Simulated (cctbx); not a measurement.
# Y2Tl with cctbx, script by script

Library: cctbx 2025.11.

## 1. Energy scan

run.py:

```python
from cctbx import adptbx, crystal, miller, xray
from cctbx.array_family import flex
from cctbx.eltbx import sasaki

cs = crystal.symmetry(unit_cell=(5.771, 5.771, 3.379, 90, 90, 120), space_group_symbol='Hall: -P 6 2')  # P6/mmm
atoms = [  # label, site, U (iso, or U11 U22 U33 U12 U13 U23 in A^2), occupancy
    ("Tl1", (0, 0, 0), (0.0157, 0.0157, 0.0154, 0.0079, 0.0000, 0.0000), 1),
    ("Y1", (1/3, 2/3, 0.5), (0.0173, 0.0173, 0.0170, 0.0086, -0.0000, -0.0000), 1),
]
xs = xray.structure(crystal_symmetry=cs)
for label, site, u, occ in atoms:
    u = adptbx.u_cif_as_u_star(cs.unit_cell(), u) if isinstance(u, tuple) else u
    xs.add_scatterer(xray.scatterer(label, site=site, u=u, occupancy=occ))
hkl = [(0, 2, 1), (1, 2, 1), (0, 3, 1), (1, 1, 1)]
ms = miller.set(cs, flex.miller_index(hkl + [tuple(-v for v in h) for h in hkl]), anomalous_flag=True)
print("E (eV)    f'(Y)   f''   " + "".join("%16s" % ("|F|" + " ".join(map(str, h))) for h in hkl))
for e in [16438, 16788, 16918, 16978, 17008, 17023, 17030, 17034, 17042, 17046, 17053, 17068, 17098, 17188, 17438]:
    xs.set_inelastic_form_factors(12398.42 / e, "sasaki")
    t = sasaki.table("Y").at_ev(e)
    f = flex.abs(ms.structure_factors_from_scatterers(xs, algorithm="direct").f_calc().data())
    n = len(hkl)
    print("%7.0f %7.2f %6.2f  " % (e, t.fp(), t.fdp()) + "".join("%9.1f/%6.1f" % (f[k], f[k + n]) for k in range(n)))
```

```console
$ python run.py
```

```text
E (eV)    f'(Y)   f''           |F|0 2 1        |F|1 2 1        |F|0 3 1        |F|1 1 1
  16438   -2.93   0.56       80.0/  80.0     71.4/  71.4     12.0/  12.0     12.4/  12.4
  16788   -3.72   0.54       79.6/  79.6     71.1/  71.1     13.1/  13.1     13.6/  13.6
  16918   -4.43   0.53       79.1/  79.1     70.6/  70.6     14.2/  14.2     14.7/  14.7
  16978   -5.10   0.53       78.6/  78.6     70.1/  70.1     15.2/  15.2     15.8/  15.8
  17008   -5.77   0.53       78.0/  78.0     69.5/  69.5     16.2/  16.2     16.8/  16.8
  17023   -6.43   0.53       77.4/  77.4     68.9/  68.9     17.2/  17.2     17.9/  17.9
  17030   -7.00   0.53       76.9/  76.9     68.5/  68.5     18.1/  18.1     18.9/  18.9
  17034   -7.58   0.52       76.4/  76.4     68.0/  68.0     19.0/  19.0     19.8/  19.8
  17042   -8.49   3.75       76.0/  76.0     67.6/  67.6     19.0/  19.0     19.8/  19.8
  17046   -7.39   3.75       77.0/  77.0     68.6/  68.6     17.1/  17.1     17.8/  17.8
  17053   -6.62   3.75       77.7/  77.7     69.2/  69.2     15.8/  15.8     16.4/  16.4
  17068   -5.84   3.74       78.4/  78.4     69.9/  69.9     14.5/  14.5     14.9/  14.9
  17098   -5.09   3.73       79.1/  79.1     70.6/  70.6     13.3/  13.3     13.6/  13.6
  17188   -4.10   3.69       80.1/  80.1     71.5/  71.5     11.7/  11.7     11.9/  11.9
  17438   -3.06   3.58       81.2/  81.2     72.6/  72.6     10.1/  10.1     10.2/  10.2
```

It took 0.4 s on 1 thread of Arm Neoverse N1 (shared host), peak memory 0.07 GiB.

[Logs are printed without paths, hosts, clocks, repeated set-up lines and the standing remarks that a program may print on its own settings, such as how far it seeks lower states.]
